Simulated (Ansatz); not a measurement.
# FeSnCl6, from a guessed structure to a relaxed one, part 2 of 2

This structure for FeSnCl6 is made up. Its elements were placed in a known structure type with a cell scaled to their sizes. What cell does the guess relax to, and how far off was it?

Ansatz 0.2.0; DFT, PBE, plane-wave PAW, files of the set soft_1, scalar-relativistic, ferromagnetic start, cell and ions relaxed at zero pressure; PAW set soft_1 (the session's first sound run).

So far: Starting point; Relaxing cell and atoms. The relaxed cell has a = 6.353, c = 17.000 Å (conventional setting).

## (3) Bands of the relaxed cell

A second self-consistent run takes a narrower smearing and the mesh shown in its input; the bands follow along the standard path of the relaxed lattice.

This step: DFT, PBE, plane-wave PAW, files of the set soft_1, scalar-relativistic, ferromagnetic start, bands and density of states at the relaxed cell; PAW set soft_1 (Ansatz 0.2.0).

input.yaml reads:

```yaml
crystal:
  lattice:
    - [3.176573655, 1.833995655, 5.6665326337]
    - [-3.176573655, 1.833995655, 5.6665326337]
    - [0.0, -3.6679913095, 5.6665326339]
  atoms:
    - { symbol: Sn, position: [0.0, 0.0, 0.0] }
    - { symbol: Fe, position: [0.5, 0.5, 0.5], spin: 3.5 }
    - { symbol: Cl, position: [0.2582357383, 0.8873554079, 0.599036608] }
    - { symbol: Cl, position: [0.8873554079, 0.599036608, 0.2582357383] }
    - { symbol: Cl, position: [0.599036608, 0.2582357383, 0.8873554079] }
    - { symbol: Cl, position: [0.7417642617, 0.1126445921, 0.400963392] }
    - { symbol: Cl, position: [0.1126445921, 0.400963392, 0.7417642617] }
    - { symbol: Cl, position: [0.400963392, 0.7417642617, 0.1126445921] }
magnetization:
  spin_polarized: true
kpoints:
  mp_grid: { grid: [6, 6, 6] }
  band_path:
    path:
      - [[0.0, 0.0, 0.0], [0.5, 0.0, 0.0], [0.5, 0.23650125, -0.23650125]]
      - [[0.76349875, 0.5, 0.23650125], [0.5, 0.5, 0.5], [0.0, 0.0, 0.0], [0.36825063, 0.0, -0.36825063]]
      - [[0.63174937, 0.36825063, 0.0], [0.5, 0.5, 0.0], [0.63174937, 0.63174937, 0.23650125], [0.5, 0.5, 0.5]]
      - [[0.5, 0.0, 0.0], [0.76349875, 0.36825063, 0.36825063]]
    npoints: 8
scf:
  occupations: { method: fermi_dirac, width: 0.03 }
  n_extra_bands: 14
hamiltonian:
  xc: pbe
  pseudopotentials: { kind: paw, azcp: { folder: soft_1 } }
output:
  forces: true
  stress: true
  write_bands: true
  dos: { projected: true }
  write_density: true
  write_potential: true
  elf: true
  volumetric_format: npy
```

Run with:

```console
$ ansatz run input.yaml --threads 4 --pin off --max-ram 10240MiB --backend cpu --events-out ev --progress --plain --runs-dir out
```

Numbers of over 12 decimals in the logs are rounded to 6 here.

What it wrote:

```text
[...]
Crystal: 8 atoms, lattice volume = 198.073 Å³
Basis set: ecut = 420 eV, 3865 PW (Γ), exchange–correlation on 96×96×96 points (8 copies of the dense FFT grid, shifted against one another)
Bands: 50, of which v1, the nominal top of the filled ones, is band 36 counted from 1 (35 counted from 0)
Symmetry: 6 space group operations
[...]
k-points: 40 of 216
[...]
Starting moments: Σ|m| = 3.5 μB on 1 of 8 sites
[...]
SCF iter   1: F=—  HF=-16987.795688 eV  |F-HF|=—  |Δ(HF+E_count)|=         —  Δρ=3.17e-2 (↑3.17e-2 ↓2.01e-2)  dr2=5.92e0  dr2_m=1.69e-1  M=4.000 μB ∫|m|=4.021 μB  β_m=0.30  ethr=3.10e-3  ⟨swp⟩=8.7  Hψ=19879  notcnv=0  defer=101
[...]
SCF iter  13: F=-16988.018556 eV  HF=-16988.018556 eV  |F-HF|=4.37e-9  |Δ(HF+E_count)|=   2.38e-8  Δρ=1.59e-6 (↑3.70e-7 ↓1.59e-6)  dr2=9.87e-9  dr2_m=1.18e-9  M=4.000 μB ∫|m|=4.245 μB  ethr=3.69e-11  ⟨swp⟩=17.3  Hψ=33206  notcnv=0
SCF 1 converged in 13 iterations: F = -16988.018556 eV  dr2 = 9.87e-9
[...]
NSCF: frozen V_eff on 76 k-points
SCF converged after 13 iterations
Magnetization: 4.0003 μB (38.0002 up, 33.9998 down)
Absolute magnetization: 4.2428 μB (∫|ρ↑−ρ↓|, with the PAW one-centre terms)
[...]
Per-site moments (μB) at R_I (Å): [(-0.049642, 1.051816), (3.527613, 1.004043), (0.052840, 1.004043), (0.052840, 1.004043), (0.052840, 1.004043), (0.052840, 1.004043), (0.052840, 1.004043), (0.052840, 1.004043)]
Free energy (F): -16988.018556 eV
[...]
Internal energy: -16988.008931 eV  (E = F + TS)
E sigma→0 (E₀):  -16988.013744 eV
Entropy (-TS):   -0.009625 eV (-1.203 meV/atom)
Fermi energy:    4.286187 eV
[...]
--- Forces (eV/Å), atoms counted from 1 ---
  atom   1  Sn     0.00000000     0.00000000     0.00000000
  atom   2  Fe     0.00000000     0.00000000     0.00000000
  atom   3  Cl     0.00196574     0.00417511    -0.00752075
  atom   4  Cl     0.00263288    -0.00378994    -0.00752075
  atom   5  Cl    -0.00459862    -0.00038517    -0.00752075
  atom   6  Cl    -0.00196574    -0.00417511     0.00752075
  atom   7  Cl    -0.00263288     0.00378994     0.00752075
  atom   8  Cl     0.00459862     0.00038517     0.00752075
  max |Σ_I F_I| component: 2.60e-18 eV/Å
--- Stress (GPa, compression-positive) ---
        0.044343       0.000003      -0.000000
       -0.000003       0.044343      -0.000000
       -0.000000      -0.000000      -0.038665
  P = ⅓ Tr σ = 0.0167 GPa (0.167 kbar)
--- Band table (eV; the first three rows and the last of 80) ---
  k-point 0 ↑: bands = [... 32 lower, 2.3355, 2.4491, 2.4491, 2.5801, 3.2169, 3.2169, 4.3862, 8.5406, ... 10 higher]
  k-point 1 ↑: bands = [... 32 lower, 2.2416, 2.4055, 2.4471, 2.5428, 3.1385, 3.1869, 4.5301, 8.3866, ... 10 higher]
  k-point 2 ↑: bands = [... 32 lower, 2.1129, 2.3305, 2.4317, 2.4889, 2.9539, 3.1441, 4.6746, 8.0068, ... 10 higher]
  k-point 39 ↓: bands = [... 32 lower, 2.4534, 4.3206, 4.3206, 4.6505, 4.8857, 5.3822, 5.3822, 8.4498, ... 10 higher]
```

The job ended after 44 s (4 threads of Intel Xeon Platinum 8259CL at 2.50GHz (Skylake/Cascade Lake), shared host; peak memory 1 GiB).

Numbers from this step:

* free energy: -16988.0186 eV
* energy at zero smearing: -16988.0137 eV
* smearing term TS: 0.009625 eV
* Fermi energy: 4.286 eV
* magnetization: 4.000 μB
* absolute magnetization: 4.243 μB
* site moments: -0.04964, 3.528, 0.05284, 0.05284, 0.05284, 0.05284, 0.05284, 0.05284 μB
* pressure: 0.01667 GPa

bands.tsv at the labelled points (eV, zero at the Fermi level; the bands that come nearest the Fermi level along the path):

| point | band_36_up | band_37_up | band_38_up | band_33_dn | band_34_dn | band_35_dn | band_36_dn | band_37_dn |
| --- | --- | --- | --- | --- | --- | --- | --- | --- |
| Γ | -1.07 | -1.07 | 0.10 | 0.00 | 0.13 | 0.13 | 0.47 | 1.28 |
| L | -1.44 | -1.16 | 0.41 | -0.08 | 0.13 | 0.34 | 0.41 | 1.01 |
| B1 | -1.33 | -1.27 | 0.90 | -0.52 | 0.08 | 0.41 | 0.60 | 1.15 |
| B | -1.33 | -1.27 | 0.90 | -0.52 | 0.08 | 0.41 | 0.60 | 1.15 |
| Z | -1.30 | -1.30 | 0.60 | 0.03 | 0.03 | 0.36 | 0.60 | 1.10 |
| Γ | -1.07 | -1.07 | 0.10 | 0.00 | 0.13 | 0.13 | 0.47 | 1.28 |
| X | -1.32 | -1.20 | 0.83 | -0.52 | 0.08 | 0.40 | 0.61 | 1.21 |
| Q | -1.32 | -1.20 | 0.83 | -0.52 | 0.08 | 0.40 | 0.61 | 1.21 |
| F | -1.32 | -1.12 | 1.06 | -0.64 | 0.14 | 0.42 | 0.65 | 1.28 |
| P1 | -1.35 | -1.27 | 0.95 | -0.52 | 0.12 | 0.42 | 0.61 | 1.15 |
| Z | -1.30 | -1.30 | 0.60 | 0.03 | 0.03 | 0.36 | 0.60 | 1.10 |
| L | -1.44 | -1.16 | 0.41 | -0.08 | 0.13 | 0.34 | 0.41 | 1.01 |
| P | -1.35 | -1.27 | 0.95 | -0.52 | 0.12 | 0.42 | 0.61 | 1.15 |

Spin density in the ac plane of the cell as run, not the conventional one, at fractional y = 0.000, with atoms of Sn within 0.2 Å of it.

Values in units of 1e-2 e/Å³, 10 rows by 16 columns, each cell a mean:
```
 0.4 -0.2 -1.1 -0.4  0.2  0.3  0.2  0.1  0.0  0.1  0.1  0.2  0.1 -0.1 -0.9 -0.7
-0.6 -0.6 -0.7 -0.4  0.0  0.2  0.1  0.1  0.0  0.0  0.0  0.1  0.1  0.0 -0.1 -0.4
 0.3  0.7  1.0  0.6  0.3  0.1  0.1  0.0  0.0  0.0  0.0  0.0  0.0  0.0  0.0  0.1
 0.2  0.8  1.6  1.9  1.0  0.3  0.1  0.0  0.0  0.1  0.1  0.1  0.1  0.0  0.0  0.1
 0.1  0.4  1.1  1.9  1.8  0.9  0.3  0.1  0.0  0.2  0.5  1.0  1.0  0.6  0.2  0.1
 0.1  0.1  0.2  0.5  0.6  0.5  0.3  0.1  0.0  0.1  0.4  1.2  2.1  1.9  0.9  0.2
 0.1  0.0  0.0  0.0  0.0  0.0  0.0  0.0  0.0  0.0  0.1  0.4  1.2  1.7  1.2  0.5
 0.1  0.0  0.0  0.0  0.0  0.0  0.0  0.0  0.0  0.1  0.1  0.1  0.2  0.4  0.5  0.3
-0.9 -0.5 -0.1  0.1  0.1  0.1  0.0  0.0  0.1  0.1  0.2  0.2 -0.2 -0.9 -1.0 -0.8
 0.8 -0.8 -0.7  0.0  0.2  0.2  0.1  0.0  0.0  0.1  0.2  0.3  0.1 -0.7 -0.9  0.9
```
Columns run along a (6.8 Å), rows up along c (6.8 Å). Atoms in or near the plane, at fractional coordinates: Sn at (0.00, 0.00).

Valence density in the ac plane of the cell as run, not the conventional one, at fractional y = 0.000, with atoms of Sn within 0.2 Å of it. It is the smooth field of the valence electrons, not physical close to the nuclei.

Values in units of 1e0 e/Å³, 10 rows by 16 columns, each cell a mean:
```
7.3 5.4 1.3 0.2 0.1 0.1 0.1 0.1 0.0 0.0 0.1 0.1 0.1 0.2 0.6 3.3
0.6 1.0 0.6 0.2 0.1 0.1 0.0 0.0 0.0 0.0 0.0 0.0 0.1 0.1 0.1 0.2
0.2 0.4 0.4 0.3 0.1 0.1 0.0 0.0 0.0 0.0 0.0 0.0 0.0 0.0 0.0 0.1
0.2 0.6 1.1 1.1 0.7 0.2 0.1 0.0 0.0 0.1 0.2 0.2 0.1 0.1 0.0 0.0
0.1 0.3 0.9 1.5 1.4 0.8 0.2 0.1 0.1 0.2 0.5 1.0 0.9 0.5 0.2 0.1
0.1 0.1 0.2 0.5 0.7 0.6 0.3 0.1 0.0 0.1 0.3 1.0 1.5 1.4 0.7 0.2
0.1 0.0 0.0 0.1 0.1 0.1 0.1 0.1 0.0 0.0 0.1 0.3 0.6 0.9 0.7 0.3
0.1 0.1 0.0 0.0 0.0 0.0 0.0 0.0 0.0 0.0 0.0 0.1 0.2 0.3 0.4 0.3
0.9 0.2 0.1 0.1 0.1 0.1 0.0 0.0 0.0 0.0 0.1 0.1 0.2 0.5 1.5 2.0
8.4 2.8 0.4 0.2 0.1 0.1 0.1 0.0 0.0 0.1 0.1 0.1 0.2 0.5 3.1 8.7
```
Columns run along a (6.8 Å), rows up along c (6.8 Å). Atoms in or near the plane, at fractional coordinates: Sn at (0.00, 0.00).

ELF in the ac plane of the cell as run, not the conventional one, at fractional y = 0.000, with atoms of Sn within 0.2 Å of it. It is the smooth field of the valence electrons, not physical close to the nuclei.

Values, 10 rows by 16 columns, each cell a mean:
```
0.05 0.06 0.22 0.21 0.18 0.27 0.33 0.17 0.03 0.11 0.40 0.49 0.35 0.22 0.22 0.14
0.23 0.24 0.24 0.20 0.11 0.06 0.07 0.07 0.02 0.01 0.08 0.22 0.25 0.14 0.11 0.18
0.40 0.55 0.56 0.46 0.26 0.08 0.02 0.01 0.02 0.06 0.08 0.05 0.03 0.02 0.03 0.12
0.59 0.82 0.83 0.81 0.78 0.57 0.19 0.02 0.15 0.50 0.65 0.63 0.48 0.23 0.04 0.11
0.23 0.73 0.89 0.88 0.88 0.88 0.67 0.14 0.11 0.65 0.87 0.89 0.89 0.83 0.53 0.11
0.12 0.15 0.56 0.80 0.86 0.87 0.80 0.39 0.04 0.28 0.75 0.87 0.85 0.87 0.87 0.63
0.33 0.04 0.04 0.18 0.36 0.47 0.43 0.22 0.03 0.03 0.23 0.55 0.73 0.79 0.80 0.71
0.21 0.06 0.04 0.06 0.05 0.03 0.02 0.02 0.01 0.02 0.03 0.09 0.24 0.37 0.43 0.38
0.21 0.18 0.15 0.26 0.36 0.26 0.06 0.02 0.07 0.14 0.11 0.10 0.17 0.24 0.21 0.18
0.03 0.16 0.23 0.25 0.40 0.51 0.32 0.06 0.06 0.29 0.41 0.29 0.21 0.23 0.14 0.01
```
Columns run along a (6.8 Å), rows up along c (6.8 Å). Atoms in or near the plane, at fractional coordinates: Sn at (0.00, 0.00).

## (4) Results

| Item | Value |
| --- | --- |
| space group, relaxed | R-3 |
| conventional cell | a = 6.353, b = 6.353, c = 17.000 Å; α = 90.0°, β = 90.0°, γ = 120.0° |
| volume per atom | 24.76 Å³ (guess 28.60) |
| total moment | 4.00 μB in the cell of 8 atoms |

What this shows: FeSnCl6 relaxes to R-3 with a = 6.353, b = 6.353 and c = 17.000 Å. The guessed volume was 16 % too large. The space group R-3 was held in the relaxation, so the end point is a stationary structure within it and may be a saddle against distortions or other arrangements. The input starts from parallel moments, and no other start was typed. Bands cross the Fermi level, so it is a metal or semimetal at this level. Semilocal functionals can close a small real gap, so this isn't settled for compounds with anions. On the 6×6×6 mesh with the narrower smearing (relaxed on 5×5×5) the largest force component is 0.008 eV/Å and the largest stress component is 0.044 GPa, within the relaxation's thresholds of 0.015 eV/Å and 0.05 GPa. The cutoff wasn't tested. No dispersion term is used, so weakly bound directions may come out too long. Nothing here tests whether the compound is stable against decomposition.

[Logs are printed without paths, hosts, clocks, repeated set-up lines and the standing remarks that a program may print on its own settings, such as how far it seeks lower states.]

[Hosts, paths, dates, database ids (printed as entryN), source tags and the programs' standing remarks are cut or masked in the printed files.]
